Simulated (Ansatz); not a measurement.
# Mg2C: complex band structure

A new crystal, Mg2C: structure, gap and complex bands. It is built by putting Mg for Be in the Be2C structure of space group Fm-3m, with the volume rescaled by atomic radii. The parent structure comes from the Materials Project.

Program: Ansatz 0.2.0. Level of theory: PBEsol DFT, plane waves, PAW files, in the first sound run; inputs show where later runs differ. Results are calculated unless marked as measured.

The structure was built from a prototype and need not be the compound's stable phase.

## Step 1: The structure

The structure is cubic, space group Fm-3m (No. 225). Conventional cell: a = 5.189 Å, b = 5.189 Å, c = 5.189 Å, α = 90.00°, β = 90.00°, γ = 90.00°. Mg has 4 C at 2.25 Å nearest. C has 8 Mg at 2.25 Å nearest. It derives from Be2C. Mg for Be in the Be2C structure of space group Fm-3m. Farther neighbours are not listed.

## Step 2: Relaxing the new crystal

The substituted atoms don't fit the parent's cell, so cell and atoms relax together. A small smearing keeps the run stable in case the gap closes on the way.

input.yaml reads:

```yaml
crystal:
  lattice:
    - [0.0, 2.5943151785, 2.5943151785]
    - [2.5943151785, 0.0, 2.5943151785]
    - [2.5943151785, 2.5943151785, 0.0]
  atoms:
    - { symbol: Mg, position: [0.75, 0.75, 0.75] }
    - { symbol: Mg, position: [0.25, 0.25, 0.25] }
    - { symbol: C, position: [0.0, 0.0, 0.0] }
kpoints:
  mp_grid: { grid: [8, 8, 8] }
scf:
  occupations: { method: gaussian, width: 0.03 }
hamiltonian:
  xc: pbesol
output:
  forces: true
  stress: true
relax:
  f_tol: 0.02
  max_steps: 60
  cell: {}
```

Run with:

```console
> ansatz run input.yaml --threads 2 --pin off --max-ram 4096MiB --backend cpu --events-out ev --progress --plain --runs-dir out
```

Numbers of over 12 decimals in the logs are rounded to 6 here.

The log of the run:

```text
Engine: ansatz 0.2.0, aarch64-unknown-linux-gnu
Pseudopotentials: kind: paw
Pseudopotential: Mg, paw, valence charge 10, recommended cutoff 420 eV (normal), Mg.paw.azcp
Pseudopotential: C, paw, valence charge 4, recommended cutoff 420 eV (normal), C.paw.azcp
Functional definition: PBEsol
  exchange = pbesol_x
  correlation = pbesol_c
Crystal: 3 atoms, lattice volume = 34.922 Å³
Basis set: ecut = 420 eV, 701 PW (Γ), exchange–correlation on 50×50×50 points (8 copies of the dense FFT grid, shifted against one another)
Bands: 16, of which v1, the nominal top of the filled ones, is band 12 counted from 1 (11 counted from 0)
Symmetry: 48 space group operations
Space group: Fm-3m (ITA 225), of the structure as read, at distance tolerance 3.3e-5 Å
k-points: 29 of 512
Non-local potential: Mg, projectors of the file, l = 0: 3, l = 1: 2, l = 2: 1
Non-local potential: C, projectors of the file, l = 0: 2, l = 1: 2, l = 2: 1
PAW form: soft (Blöchl's): semilocal exchange-correlation on the pseudo side does not see the compensation charge
PAW frozen core: Mg, regenerated for the run's functional, and the local potential with it (the file was generated under x = pbe(κ = 0.804, μ = 0.219515), c = pbe(β = 0.066725))
PAW frozen core: C, regenerated for the run's functional, and the local potential with it (the file was generated under x = pbe(κ = 0.804, μ = 0.219515), c = pbe(β = 0.066725))
PAW one-centre angular grid: Mg, 110 points (default); XC on 64 Gauss nodes
PAW one-centre angular grid: C, 110 points (default); XC on 64 Gauss nodes
Initial density: superposition of atomic densities (neutral atoms: chi_scale 0, normalization atom), corrected by the library's trained network
Initial wavefunctions: pseudopotential atomic-orbital guess
Functional: x = pbesol(κ = 0.804, μ = 0.123457), c = pbesol(β = 0.046)
SCF iter   1: F=—  HF=-4069.824071 eV  |F-HF|=—  |Δ(HF+E_count)|=         —  Δρ=7.82e-3  dr2=2.94e-2  ethr=1.77e-3  ⟨swp⟩=5.7  Hψ=2306  notcnv=0
preconditioner: auto → none  [insulator: Δε(μ)=0.562 eV  Ē_g=10.285 eV  σ=0.030 eV  W_gap=1.00  n_scr=14 (ndim 8)  ℏωp=17.8 eV  f_vac=0.000  D(μ)=0.00/eV (n_scr^D=0)  ε∞_Penn≈4.0]
SCF iter   2: F=—  HF=-4069.816440 eV  |F-HF|=—  |Δ(HF+E_count)|=   7.63e-3  Δρ=3.63e-3  dr2=5.30e-3  ethr=1.22e-4  ⟨swp⟩=2.0  Hψ=893  notcnv=0
SCF iter   3: F=—  HF=-4069.814850 eV  |F-HF|=—  |Δ(HF+E_count)|=   1.59e-3  Δρ=7.69e-4  dr2=1.04e-4  ethr=2.21e-5  ⟨swp⟩=2.0  Hψ=688  notcnv=0
SCF iter   4: F=—  HF=-4069.814806 eV  |F-HF|=—  |Δ(HF+E_count)|=   4.34e-5  Δρ=1.29e-4  dr2=2.28e-6  ethr=4.33e-7  ⟨swp⟩=2.0  Hψ=807  notcnv=0
SCF iter   5: F=—  HF=-4069.814823 eV  |F-HF|=—  |Δ(HF+E_count)|=   1.68e-5  Δρ=1.95e-5  dr2=6.31e-8  ethr=9.48e-9  ⟨swp⟩=2.3  Hψ=553  notcnv=0
SCF iter   6: F=-4069.814823 eV  HF=-4069.814823 eV  |F-HF|=2.69e-10  |Δ(HF+E_count)|=   5.01e-8  Δρ=2.39e-6  dr2=1.11e-9  ethr=2.63e-10  ⟨swp⟩=2.3  Hψ=1747  notcnv=0
SCF 1 converged in 6 iterations: F = -4069.814823 eV  dr2 = 1.11e-9
  greatest PAW one-centre occupation: 1.000 electrons in one spin orbital (limit 2), on the Mg atom at site 1 (counted from 0), in its partial waves of l = 0
relax step   1: F+E_penalty+E_count = -4069.81482292 eV  Δ(F+E_penalty+E_count) = +0.000e0 eV  max|allowed force component| = 4.626e-17 eV/Å  Δτ_max = 0.0000 Å  P = +16.353 GPa  Ω = 34.922 Å³  (6 SCF iters, dr2 threshold 1.00e-7 eV, accepted)
Crystal: 3 atoms, lattice volume = 37.347 Å³
Basis set: ecut = 420 eV, 725 PW (Γ), exchange–correlation on 50×50×50 points (8 copies of the dense FFT grid, shifted against one another)
Initial density: handed on by an earlier stage of this run
Initial wavefunctions: those handed on with the density
iter 1 solved again at ethr=2.84e-4 eV; its pass at ethr=3.10e-3 eV (dr2=6.81e-2 eV) is discarded
SCF iter   1: F=—  HF=-4070.003308 eV  |F-HF|=—  |Δ(HF+E_count)|=         —  Δρ=1.04e-2  dr2=6.83e-2  ethr=2.84e-4  ⟨swp⟩=1.0  Hψ=2783  notcnv=0
preconditioner: auto → none  [insulator: Δε(μ)=0.503 eV  Ē_g=9.814 eV  σ=0.030 eV  W_gap=1.00  n_scr=14 (ndim 8)  ℏωp=17.2 eV  f_vac=0.000  D(μ)=0.00/eV (n_scr^D=0)  ε∞_Penn≈4.1]
SCF iter   2: F=—  HF=-4069.989719 eV  |F-HF|=—  |Δ(HF+E_count)|=   1.36e-2  Δρ=5.89e-3  dr2=1.64e-2  ethr=2.84e-4  ⟨swp⟩=2.1  Hψ=699  notcnv=0
SCF iter   3: F=—  HF=-4069.985227 eV  |F-HF|=—  |Δ(HF+E_count)|=   4.49e-3  Δρ=8.51e-4  dr2=2.00e-4  ethr=6.84e-5  ⟨swp⟩=2.0  Hψ=690  notcnv=0
SCF iter   4: F=—  HF=-4069.985205 eV  |F-HF|=—  |Δ(HF+E_count)|=   2.25e-5  Δρ=5.76e-5  dr2=6.86e-7  ethr=8.32e-7  ⟨swp⟩=2.9  Hψ=859  notcnv=0
iter 5 did not close the SCF: its close was put off for the readings that it lacked (scf_convergence_deferred on its scf_iter line)
SCF iter   5: F=-4069.985205 eV  HF=-4069.985205 eV  |F-HF|=2.85e-9  |Δ(HF+E_count)|=   3.68e-7  Δρ=7.76e-6  dr2=9.19e-9  ethr=2.86e-9  ⟨swp⟩=2.0  Hψ=558  notcnv=0
SCF iter   6: F=-4069.985205 eV  HF=-4069.985205 eV  |F-HF|=3.12e-10  |Δ(HF+E_count)|=   3.45e-9  Δρ=1.25e-6  dr2=2.45e-10  ethr=3.83e-11  ⟨swp⟩=1.3  Hψ=1303  notcnv=0
SCF 2 converged in 6 iterations: F = -4069.985205 eV  dr2 = 2.45e-10
relax step   2: F+E_penalty+E_count = -4069.98520504 eV  Δ(F+E_penalty+E_count) = -1.704e-1 eV  max|allowed force component| = 1.234e-16 eV/Å  Δτ_max = 0.0000 Å  P = +6.961 GPa  Ω = 37.347 Å³  energy of the carried Pulay correction = -2.466e-3 eV  (6 SCF iters, dr2 threshold 3.00e-7 eV, accepted)
Crystal: 3 atoms, lattice volume = 39.372 Å³
Basis set: ecut = 420 eV, 749 PW (Γ), exchange–correlation on 50×50×50 points (8 copies of the dense FFT grid, shifted against one another)
iter 1 solved again at ethr=1.56e-4 eV; its pass at ethr=3.10e-3 eV (dr2=3.73e-2 eV) is discarded
SCF iter   1: F=—  HF=-4070.041748 eV  |F-HF|=—  |Δ(HF+E_count)|=         —  Δρ=7.43e-3  dr2=3.74e-2  ethr=1.56e-4  ⟨swp⟩=1.0  Hψ=2790  notcnv=0
preconditioner: auto → none  [insulator: Δε(μ)=0.553 eV  Ē_g=9.495 eV  σ=0.030 eV  W_gap=1.00  n_scr=14 (ndim 8)  ℏωp=16.7 eV  f_vac=0.000  D(μ)=0.00/eV (n_scr^D=0)  ε∞_Penn≈4.1]
SCF iter   2: F=—  HF=-4070.032669 eV  |F-HF|=—  |Δ(HF+E_count)|=   9.08e-3  Δρ=1.78e-3  dr2=2.27e-3  ethr=1.56e-4  ⟨swp⟩=2.0  Hψ=659  notcnv=0
SCF iter   3: F=—  HF=-4070.032089 eV  |F-HF|=—  |Δ(HF+E_count)|=   5.80e-4  Δρ=2.42e-4  dr2=1.18e-5  ethr=9.47e-6  ⟨swp⟩=2.0  Hψ=637  notcnv=0
SCF iter   4: F=—  HF=-4070.032109 eV  |F-HF|=—  |Δ(HF+E_count)|=   2.09e-5  Δρ=1.48e-5  dr2=4.78e-8  ethr=4.93e-8  ⟨swp⟩=2.0  Hψ=810  notcnv=0
iter 5 did not close the SCF: its close was put off for the readings that it lacked (scf_convergence_deferred on its scf_iter line)
SCF iter   5: F=-4070.032109 eV  HF=-4070.032109 eV  |F-HF|=8.08e-10  |Δ(HF+E_count)|=   1.56e-8  Δρ=2.89e-6  dr2=8.43e-10  ethr=1.99e-10  ⟨swp⟩=2.0  Hψ=812  notcnv=0
SCF iter   6: F=-4070.032109 eV  HF=-4070.032109 eV  |F-HF|=0.00e0  |Δ(HF+E_count)|=   1.16e-9  Δρ=4.10e-7  dr2=4.52e-11  ethr=3.51e-12  ⟨swp⟩=1.0  Hψ=1392  notcnv=0
SCF 3 converged in 6 iterations: F = -4070.032109 eV  dr2 = 4.52e-11
relax step   3: F+E_penalty+E_count = -4070.03210938 eV  Δ(F+E_penalty+E_count) = -4.690e-2 eV  max|allowed force component| = 9.406e-17 eV/Å  Δτ_max = 0.0000 Å  P = +1.012 GPa  Ω = 39.372 Å³  energy of the carried Pulay correction = -4.402e-3 eV  (6 SCF iters, dr2 threshold 3.00e-7 eV, accepted)
[...]
relax step   4: F+E_penalty+E_count = -4070.03298983 eV  Δ(F+E_penalty+E_count) = -8.804e-4 eV  max|allowed force component| = 1.318e-16 eV/Å  Δτ_max = 0.0000 Å  P = -0.010 GPa  Ω = 39.776 Å³  energy of the carried Pulay correction = -4.776e-3 eV  (6 SCF iters, dr2 threshold 3.00e-7 eV, accepted)
[...]
relax step   5: F+E_penalty+E_count = -4070.04160695 eV  Δ(F+E_penalty+E_count) = -8.617e-3 eV  max|allowed force component| = 1.411e-16 eV/Å  Δτ_max = 0.0000 Å  P = +0.257 GPa  Ω = 39.776 Å³  stress off target by 2.57e-1 GPa  SCF on the basis re-selected at this cell (its energy is not comparable with the rows above)  (6 SCF iters)
[...]
relax step   6: F+E_penalty+E_count = -4070.04160022 eV  Δ(F+E_penalty+E_count) = +6.730e-6 eV  max|allowed force component| = 1.002e-16 eV/Å  Δτ_max = 0.0000 Å  P = +0.011 GPa  Ω = 39.879 Å³  energy of the carried Pulay correction = -9.261e-5 eV  (6 SCF iters, dr2 threshold 1.65e-7 eV, accepted)
iter 1 solved again at ethr=3.51e-8 eV; its pass at ethr=3.10e-3 eV (dr2=8.42e-6 eV) is discarded
SCF iter   1: F=—  HF=-4070.041711 eV  |F-HF|=—  |Δ(HF+E_count)|=         —  Δρ=4.55e-5  dr2=2.34e-8  ethr=3.51e-8  ⟨swp⟩=3.4  Hψ=3464  notcnv=0
preconditioner: auto → none  [insulator: Δε(μ)=0.690 eV  Ē_g=9.468 eV  σ=0.030 eV  W_gap=1.00  n_scr=14 (ndim 8)  ℏωp=16.6 eV  f_vac=0.000  D(μ)=0.00/eV (n_scr^D=0)  ε∞_Penn≈4.1]
SCF iter   2: F=—  HF=-4070.041725 eV  |F-HF|=—  |Δ(HF+E_count)|=   1.43e-5  Δρ=2.27e-5  dr2=5.23e-9  ethr=9.76e-11  ⟨swp⟩=2.0  Hψ=758  notcnv=0
SCF iter   3: F=—  HF=-4070.041726 eV  |F-HF|=—  |Δ(HF+E_count)|=   1.99e-7  Δρ=1.27e-6  dr2=9.36e-11  ethr=2.18e-11  ⟨swp⟩=2.1  Hψ=537  notcnv=0
iter 4 did not close the SCF: its close was put off for the readings that it lacked (scf_convergence_deferred on its scf_iter line)
SCF iter   4: F=-4070.041726 eV  HF=-4070.041726 eV  |F-HF|=1.36e-12  |Δ(HF+E_count)|=  5.43e-10  Δρ=1.02e-7  dr2=1.83e-12  ethr=1.00e-12  ⟨swp⟩=1.7  Hψ=495  notcnv=0
iter 5 did not close the SCF: its close was put off for the readings that it lacked (scf_convergence_deferred on its scf_iter line)
SCF iter   5: F=-4070.041726 eV  HF=-4070.041726 eV  |F-HF|=9.09e-13  |Δ(HF+E_count)|=  1.36e-12  Δρ=2.84e-8  dr2=1.41e-13  ethr=1.00e-12  ⟨swp⟩=1.0  Hψ=464  notcnv=0
iter 6 did not close the SCF: its close was put off for the readings that it lacked (scf_convergence_deferred on its scf_iter line)
SCF iter   6: F=-4070.041726 eV  HF=-4070.041726 eV  |F-HF|=4.55e-13  |Δ(HF+E_count)|=  9.09e-13  Δρ=4.77e-9  dr2=6.74e-15  ethr=1.00e-12  ⟨swp⟩=1.0  Hψ=464  notcnv=0
iter 7 did not close the SCF: its close was put off for the readings that it lacked (scf_convergence_deferred on its scf_iter line)
SCF iter   7: F=-4070.041726 eV  HF=-4070.041726 eV  |F-HF|=9.09e-13  |Δ(HF+E_count)|=  4.55e-13  Δρ=3.71e-10  dr2=3.32e-17  ethr=1.00e-12  ⟨swp⟩=1.0  Hψ=464  notcnv=0
SCF iter   8: F=-4070.041726 eV  HF=-4070.041726 eV  |F-HF|=4.55e-13  |Δ(HF+E_count)|=  1.36e-12  Δρ=3.80e-10  dr2=5.72e-17  ethr=1.00e-12  ⟨swp⟩=2.0  Hψ=1336  notcnv=0
SCF 7 converged in 8 iterations: F = -4070.041726 eV  dr2 = 5.72e-17
relax step   7: F+E_penalty+E_count = -4070.04172561 eV  Δ(F+E_penalty+E_count) = -1.254e-4 eV  max|allowed force component| = 1.226e-16 eV/Å  Δτ_max = 0.0000 Å  P = +0.012 GPa  Ω = 39.879 Å³  stress off target by 1.22e-2 GPa  SCF on the basis re-selected at this cell (its energy is not comparable with the rows above)  (8 SCF iters)
basis re-selected at this cell: Δ(F+E_penalty+E_count) = -1.254e-4 eV, ΔP = +0.001 GPa vs the last step (what re-selecting the basis moved, of the pressure what is left beyond the Pulay correction that the steps carried, after the strain that the cell walked since its last selection, with what the two solves' SCF thresholds leave and, on support functions, any second-order correction that the steps lacked; it is no m [...]
SCF converged after 8 iterations
Free energy (F): -4070.041726 eV
Harris-Foulkes:  -4070.041726 eV  (|F-HF|=4.55e-13)
Internal energy: -4070.041726 eV  (E = F + TS)
E sigma→0 (E₀):  -4070.041726 eV
Fermi energy:    7.998596 eV
--- Per-component energies (eV) ---
  E_band       = -637.961916
  E_kinetic    = 238.873233
  E_local      = -3078.693058  (includes V_loc(G=0)·N_el)
  E_nonlocal   = 218.030256
  E_hartree    = 1087.515914
  E_xc         = -106.087316
  E_vxc        = -135.166572  (∫ρ·V_xc dr)
  E_paw        = -655.418500  (= ΣΔE_a)
  E_vpaw       = -56.037605  (= ΣTr[D̂ρ^β])
  E_aug_tail   = 0.000002  (compensation charges beyond the density's cutoff)
  E_ewald      = -1774.401082
  E_core_change = 0.138825  (= ΣΔE_core)
  E_smearing   = -0.000000  (= −TS)
  E_closure    = -0.000000  (closes the sum)
  Σ components = -4070.041726   (vs F -4070.041726, Δ=0.00e0)
--- Forces (eV/Å), atoms counted from 1 ---
  atom   1  Mg     0.00000000    -0.00000000    -0.00000000
  atom   2  Mg    -0.00000000     0.00000000     0.00000000
  atom   3  C     -0.00000000    -0.00000000     0.00000000
  max |Σ_I F_I| component: 6.71e-17 eV/Å
--- Stress (GPa, compression-positive) ---
        0.012232       0.000000      -0.000000
        0.000000       0.012232       0.000000
       -0.000000      -0.000000       0.012232
  P = ⅓ Tr σ = 0.0122 GPa (0.122 kbar)
--- Relaxed structure (5 steps of the walk, 5 accepted, 2 SCFs on fresh bases) ---
  F+E_penalty+E_count = -4070.04172561 eV   max|allowed force component| = 1.226e-16 eV/Å   (the final SCF, on the basis selected at the relaxed cell)
  cell:  # Å, volume = 39.8787 Å³
    - [0, 2.711672, 2.711672]
    - [2.711672, 0, 2.711672]
    - [2.711672, 2.711672, 0]
  atoms:
    - { symbol: Mg, position: [0.750000, 0.750000, 0.750000] }
    - { symbol: Mg, position: [0.25, 0.25, 0.25] }
    - { symbol: C, position: [0, 0, 0] }
```

It took 3.4 s on 2 threads of Arm Neoverse V2, shared host; peak memory 0.28 GiB; 6.1 s of CPU time.

Relaxation path:

```
step  energy less that of the first step (eV)  largest force component (eV/Å)  pressure (GPa)  volume (Å³)
   1                                   0.0000                          0.0000           16.35        34.92
   2                                  -0.1704                          0.0000            6.96        37.35
   3                                  -0.2173                          0.0000            1.01        39.37
   4                                  -0.2182                          0.0000           -0.01        39.78
  5*                                  -0.2268                          0.0000            0.26        39.78
   6                                  -0.2268                          0.0000            0.01        39.88
  7*                                  -0.2269                          0.0000            0.01        39.88
```

Relaxation steps marked * repeat the geometry before them on a plane-wave basis chosen anew for their cell, so energy and pressure can jump there.

The run keeps the 48 symmetry operations that it works with, so distortions that break them were not tested.

```
conventional cell, symmetrised  before  after   change
                         a (Å)   5.189  5.423   +4.5 %
                         b (Å)   5.189  5.423   +4.5 %
                         c (Å)   5.189  5.423   +4.5 %
              volume (Å³/atom)   11.64  13.29  +14.2 %
```

The relaxed structure:

```
Mg C
1.0
     0.00000    2.71167    2.71167
     2.71167    0.00000    2.71167
     2.71167    2.71167    0.00000
Mg C
2 1
Direct
  0.75000 0.75000 0.75000
  0.25000 0.25000 0.25000
  0.00000 0.00000 0.00000
```

Numbers from this step:

| Quantity | Value |
| --- | --- |
| free energy | -4070.0417 eV |
| Fermi energy | 7.999 eV |
| pressure | 0.01223 GPa |

The largest force component on a free atom ends at 1.2e-16 eV/Å.

[end of part 1 of 5]

[Logs are printed without paths, hosts, clocks, repeated set-up lines and the standing remarks that a program may print on its own settings, such as how far it seeks lower states.]

[Hosts, paths, dates, database ids (printed as entryN), source tags and the programs' standing remarks are cut or masked in the printed files.]

[New means built here by substitution; the compound itself may be known and measured.]
